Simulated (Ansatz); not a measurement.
**Be (P6_3/mmc, 2 atoms in the cell): phonons and vibrational spectra**

Aim: the phonons of Be (P6_3/mmc, 2 atoms in the cell) at a cell relaxed beforehand at this level. After the zone centre comes a 6×6×4 q mesh on a 24×24×12 k mesh.

Program: Ansatz 0.2.0. Level of theory: DFT LDA, scalar-relativistic, plane waves, PAW; PAW set soft_1. Results are calculated unless marked as measured.

The experiments to compare with:

For Be, hexagonal close-packed (crystalline beryllium, reference value from earlier work), “D retention and material defects probed using Raman microscopy in JET limiter samples and beryllium-based synthesized samples” (2021, arxiv:2109.15077) quotes earlier work: Raman mode (E2g) 455 cm⁻¹ [literature value quoted in the methods section; measurement temperature and sample not …].

This is a report of a sequence of runs, with most program output left out.

## Step 1: Starting point

Symmetry: P6_3/mmc, No. 194, hexagonal system. Conventional cell: a = 2.228 Å, b = 2.228 Å, c = 3.511 Å, α = 90.00°, β = 90.00°, γ = 120.00°. Nearest to Be lie 12 Be at 2.18 to 2.23 Å.

## Step 2: Linear response at the zone centre

The cell comes from relaxations at this level that are not shown. The zone centre comes first: it holds the modes that light can see, as far as symmetry allows. No field response is asked, since the mesh shows no gap.

input.yaml reads:

```yaml
crystal:
  lattice:
    - [2.2278249395, 0.0, 0.0]
    - [-1.1139124697, 1.9293529928, 0.0]
    - [0.0, 0.0, 3.5113866065]
  atoms:
    - { symbol: Be, position: [0.3333333333, 0.6666666667, 0.25] }
    - { symbol: Be, position: [0.6666666667, 0.3333333333, 0.75] }
kpoints:
  mp_grid: { grid: [24, 24, 12] }
hamiltonian:
  xc: lda
  pseudopotentials: { kind: paw, azcp: { folder: soft_1 }, xc_functional: pbe }
scf:
  occupations: { method: methfessel_paxton, width: 0.2 }
output:
  eigenvalues: true
phonons:
  method: dfpt
```

The run is started by

```console
$ ansatz run input.yaml --threads 4 --pin off --max-ram 10240MiB --backend cpu --events-out ev --progress --plain --runs-dir out
```

The job ended after 6.1 s (4 threads of Arm Neoverse V1, shared host; peak memory 0.57 GiB).

This step gave:

```yaml
volume_per_atom: 7.546 Å³
gap_on_the_k_mesh: 0 eV
sum_rule_residual_before_enforcement: 2.91e-5 eV/Å²
point_group: 6/mmm
highest_optical_mode_at_the_zone_centre_no_lo_to_term: 715.1 cm⁻¹
lowest_optical_zone_centre_mode: 478.3 cm⁻¹
```

Patterns of degenerate modes are one choice out of their space. Modes at Γ:

| mode | frequency (cm⁻¹) | symmetry |
| --- | --- | --- |
| 1 | 0.0 | acoustic |
| 2 | 0.0 | acoustic |
| 3 | 0.0 | acoustic |
| 4 | 478.3 | E2g |
| 5 | 478.3 | E2g |
| 6 | 715.1 | B1g |

Displacements in mode 4 (478.3 cm⁻¹), the largest set to 1:
```
Be1  0.00 -1.00  0.00
Be2  0.00  1.00  0.00
```

Displacements in mode 6 (715.1 cm⁻¹), the largest set to 1:
```
Be1  0.00  0.00  1.00
Be2  0.00  0.00 -1.00
```

Before it was imposed, the acoustic sum rule was missed by 2.9e-5 eV/Å². Small misses are needed for a sound result but don't prove that mesh and cutoff are converged. The lowest optical mode is real, 478 cm⁻¹.

## Step 3: Phonons on a q mesh

Stability and thermal properties need the whole zone. Linear response on a 6×6×4 q mesh gives force constants as far as a supercell of that size would.

Edit input.yaml of step 2 so:

```diff
@@ -19 +19,9 @@
   method: dfpt
+  qmesh: [6, 6, 4]
+  temperatures: { t_max: 1000, t_step: 50 }
+  qpath:
+    path:
+      - [[0.0, 0.0, 0.0], [0.5, 0.0, 0.0], [0.33333333, 0.33333333, 0.0], [0.0, 0.0, 0.0], [0.0, 0.0, 0.5], [0.5, 0.0, 0.5], [0.33333333, 0.33333333, 0.5], [0.0, 0.0, 0.5]]
+      - [[0.5, 0.0, 0.5], [0.5, 0.0, 0.0]]
+      - [[0.33333333, 0.33333333, 0.5], [0.33333333, 0.33333333, 0.0]]
+    npoints: 10
```

Run time: 3.2 min. Hardware: 4 threads; peak memory 1.8 GiB.

Numbers from this step:

| Quantity | Value |
| --- | --- |
| sum-rule residual before enforcement | 2.87e-5 eV/Å² |
| lowest frequency on the path | 0 cm⁻¹ |
| highest frequency on the path or at a solved wavevector | 715.1 cm⁻¹ |
| mean frequency | 520.3 cm⁻¹ |
| Debye temperature (second moment) | 990 K |
| logarithmic mean frequency | 505 cm⁻¹ |
| lowest mode on the q mesh (acoustic modes at Γ apart) | 209.8 cm⁻¹ |
| zero-point energy per atom | 96.76 meV |
| heat capacity at 300 K | 15.22 J/(mol atoms K) |
| vibrational entropy at 300 K | 8.616 J/(mol atoms K) |

Frequencies (cm⁻¹) solved at each irreducible wavevector; negative means imaginary. Frequencies by wavevector, by row:

| q in reciprocal lattice units | star | mode 1 | mode 2 | mode 3 | mode 4 | mode 5 | mode 6 |
| --- | --- | --- | --- | --- | --- | --- | --- |
| 0 0 0 | 1 | 0 | 0 | 0 | 478.3 | 478.3 | 715.1 |
| 0 0 0.25 | 2 | 209.8 | 209.8 | 297 | 459.1 | 459.1 | 657 |
| 0 0 -0.5 | 1 | 370.6 | 370.6 | 370.6 | 370.6 | 519.2 | 519.2 |
| 0 0.1667 0 | 6 | 225.5 | 232.3 | 325 | 507.4 | 523.4 | 698.3 |
| 0 0.1667 0.25 | 12 | 277.3 | 294.2 | 429.2 | 477.9 | 480.2 | 681.3 |
| 0 0.1667 -0.5 | 6 | 373.1 | 373.1 | 387.8 | 387.8 | 601.8 | 601.8 |
| 0 0.3333 0 | 6 | 363 | 375.3 | 548.1 | 564.8 | 579.7 | 641.6 |
| 0 0.3333 0.25 | 12 | 392 | 445.4 | 532.5 | 542.1 | 569.1 | 678.8 |
| 0 0.3333 -0.5 | 6 | 460.1 | 460.1 | 489.4 | 489.4 | 654.5 | 654.5 |
| 0 -0.5 0 | 3 | 419.3 | 441.9 | 599.3 | 600.6 | 619.7 | 627.4 |
| 0 -0.5 0.25 | 6 | 447.8 | 499.1 | 572.5 | 582.7 | 632.5 | 657.3 |
| 0 -0.5 -0.5 | 3 | 511.8 | 511.8 | 535.8 | 535.8 | 674.4 | 674.4 |
| 0.1667 0.1667 0 | 6 | 320.7 | 339.8 | 475.9 | 567.4 | 589.7 | 659.9 |
| 0.1667 0.1667 0.25 | 12 | 367.4 | 402.8 | 509.9 | 521.7 | 562.5 | 692.5 |
| 0.1667 0.1667 -0.5 | 6 | 420.7 | 420.7 | 492.9 | 492.9 | 644.6 | 644.6 |
| 0.1667 0.3333 0 | 12 | 433.8 | 440.2 | 533.5 | 598.6 | 614.8 | 648.5 |
| 0.1667 0.3333 0.25 | 24 | 442.1 | 480 | 548 | 593.1 | 635.6 | 669.4 |
| 0.1667 0.3333 -0.5 | 12 | 455.5 | 455.5 | 578.2 | 578.2 | 675 | 675 |
| 0.3333 0.3333 0 | 2 | 516.9 | 516.9 | 522.6 | 522.6 | 565.4 | 670.5 |
| 0.3333 0.3333 0.25 | 4 | 464.8 | 464.8 | 573.3 | 617.2 | 617.2 | 645.7 |
| 0.3333 0.3333 -0.5 | 2 | 440.3 | 440.3 | 611.9 | 611.9 | 670.3 | 670.3 |

Interpolated from a 6×6×4 q mesh. Phonon branches along the path, in cm⁻¹:

| point | branch 1 | branch 2 | branch 3 | branch 4 | branch 5 | branch 6 |
| --- | --- | --- | --- | --- | --- | --- |
| Γ | 0 | 0 | 0 | 478 | 478 | 715 |
| halfway | 306 | 312 | 457 | 535 | 549 | 673 |
| M | 419 | 442 | 599 | 601 | 620 | 627 |
| halfway | 448 | 464 | 562 | 581 | 607 | 652 |
| K | 517 | 517 | 523 | 523 | 565 | 670 |
| halfway | 321 | 340 | 476 | 567 | 590 | 660 |
| Γ | 0 | 0 | 0 | 478 | 478 | 715 |
| halfway | 210 | 210 | 297 | 459 | 459 | 657 |
| A | 371 | 371 | 371 | 371 | 519 | 519 |
| halfway | 419 | 419 | 431 | 431 | 634 | 634 |
| L | 512 | 512 | 536 | 536 | 674 | 674 |
| halfway | 462 | 462 | 589 | 589 | 675 | 675 |
| H | 440 | 440 | 612 | 612 | 670 | 670 |
| halfway | 421 | 421 | 493 | 493 | 645 | 645 |
| A | 371 | 371 | 371 | 371 | 519 | 519 |
| jump to L | 512 | 512 | 536 | 536 | 674 | 674 |
| halfway | 448 | 499 | 572 | 583 | 632 | 657 |
| M | 419 | 442 | 599 | 601 | 620 | 627 |
| jump to H | 440 | 440 | 612 | 612 | 670 | 670 |
| halfway | 465 | 465 | 573 | 617 | 617 | 646 |
| K | 517 | 517 | 523 | 523 | 565 | 670 |

The phonon density of states has structure finer than the step of the table below, so its rows give means over 25 cm⁻¹, whole bins alone (the curve runs from 5 to 715 cm⁻¹). Peaks (cm⁻¹: height): 445.0: 0.0292, 545.0: 0.019, 675.0: 0.0261.

Tetrahedra on a 36×36×20 mesh, mean over bins of 10 cm-1. Interpolated from a 6×6×4 q mesh. Phonon density of states against wavenumber; means over each step:

```
wavenumber (cm⁻¹)  phonon density of states (1/cm⁻¹/cell)
               25                                  8.0e-6
               50                                  4.0e-5
               75                                  1.0e-4
              100                                  1.9e-4
              125                                  3.1e-4
              150                                  4.8e-4
              175                                  6.9e-4
              200                                  9.9e-4
              225                                 0.00137
              250                                 0.00186
              275                                 0.00249
              300                                 0.00325
              325                                 0.00420
              350                                 0.00549
              375                                 0.00697
              400                                 0.00978
              425                                  0.0153
              450                                  0.0234
              475                                  0.0169
              500                                  0.0156
              525                                  0.0162
              550                                  0.0179
              575                                  0.0178
              600                                  0.0171
              625                                  0.0159
              650                                  0.0185
              675                                  0.0216
              700                                 0.00555
```

Second derivatives of the energy by pair, one row for each kind of neighbour of each atom listed. Each entry sums the pair over the periodic images of the supercell that the q mesh stands for, and in a polar crystal it holds the long-range dipole part too. Force constants by pair, by row:

```csv
atom,neighbour,distance (Å),third of the trace (eV/Å²),along the pair's line (eV/Å²)
Be1,itself,0,9.411,–
Be1,Be,2.176,-0.7854,-2.026
Be1,Be,2.228,-0.5894,-1.399
Be1,Be,3.114,0.0229,-0.0039
Be1,Be,3.511,-0.186,-0.6154
Be1,Be,3.829,-0.0567,-0.2177
Be1,Be,3.859,-0.0431,-0.1661
Be1,Be,4.158,0.0181,0.1086
Be1,Be,4.456,0.01,0.1322
Be2,itself,0,9.411,–
Be2,Be,2.176,-0.7854,-2.026
Be2,Be,2.228,-0.5894,-1.399
Be2,Be,3.114,0.0229,-0.0039
Be2,Be,3.511,-0.186,-0.6154
Be2,Be,3.829,-0.0567,-0.2177
Be2,Be,3.859,-0.0431,-0.1661
Be2,Be,4.158,0.0181,0.1086
Be2,Be,4.456,0.01,0.1322
```

Harmonic thermodynamic functions per atom, from the density of states. Interpolated from a 6×6×4 q mesh. Thermodynamic functions, by row:

| T (K) | F_vib (meV/atom) | S (J/mol-atom/K) | C_V (J/mol-atom/K) |
| --- | --- | --- | --- |
| 0 | 96.76 | 0 | 0 |
| 50 | 96.76 | 0.031 | 0.109 |
| 100 | 96.67 | 0.406 | 1.515 |
| 200 | 94.83 | 3.66 | 9.116 |
| 300 | 88.51 | 8.616 | 15.22 |
| 400 | 77.01 | 13.52 | 18.68 |
| 500 | 60.68 | 17.91 | 20.65 |
| 600 | 40.06 | 21.79 | 21.85 |
| 700 | 15.66 | 25.22 | 22.61 |
| 800 | -12.1 | 28.28 | 23.13 |
| 900 | -42.85 | 31.02 | 23.5 |
| 1000 | -76.32 | 33.52 | 23.76 |

Harmonic mean-square displacement, third of the trace. Interpolated from a 6×6×4 q mesh. Mean square displacements, by row:

```csv
T (K),Be1 U_eq (Å²),Be2 U_eq (Å²)
0,0.00386,0.00386
100,0.00393,0.00393
300,0.00512,0.00512
600,0.00826,0.00826
```

Symmetry leaves 21 wavevectors to solve. The lowest mode among them, the acoustic zeros apart, lies at q = (0, 0, 0.25) and is real, 210 cm⁻¹.

## Step 4: Outcome

* space group (within 0.01 Å): P6_3/mmc
* volume per atom: 7.55 Å³
* electronic character: no gap on this mesh
* highest optical mode at the zone centre (no LO-TO term): 715 cm⁻¹
* lowest optical zone-centre mode: 478 cm⁻¹
* lowest mode on the q mesh (acoustic modes at Γ apart): 210 cm⁻¹
* highest frequency on the path or at a solved wavevector: 715 cm⁻¹
* zero-point energy per atom: 96.8 meV
* heat capacity at 300 K: 15.2 J/(mol atoms K)
* vibrational entropy at 300 K: 8.62 J/(mol atoms K)
* Debye temperature (second moment): 990 K
* imaginary modes on the 6×6×4 q mesh: none

**Reading.** The structure is a minimum as far as tested: no mode is imaginary at the 21 irreducible wavevectors of the 6×6×4 mesh, and the softest away from the acoustic zeros lies at 210 cm⁻¹. The optical modes at Γ span 478 to 715 cm⁻¹. With no gap, or one that is small against the smearing, the frequencies hang on the k mesh and the smearing, most of all near Kohn anomalies. The PAW files were made for PBE and serve the other functionals too. These are harmonic frequencies at zero temperature: anharmonic shifts, linewidths and thermal expansion are left out.

Calculation against experiment:

| quantity | measured | LDA, PAW; PAW set soft_1 |
| --- | --- | --- |
| Raman mode, E2g (cm⁻¹) | 455 | 478 (+5.1 %) |

Measured values from arxiv:2109.15077 (2021).

Verdict: The Raman mode is off by +5.1 %: fair agreement. The grades are ours: good and fair within 3 and 7 % for the Raman mode. Zero-point motion and thermal motion are not in the computed Raman mode.

[Logs are printed without paths, hosts, clocks, repeated set-up lines and the standing remarks that a program may print on its own settings, such as how far it seeks lower states.]

[Hosts, paths, dates, database ids (printed as entryN), source tags and the programs' standing remarks are cut or masked in the printed files.]
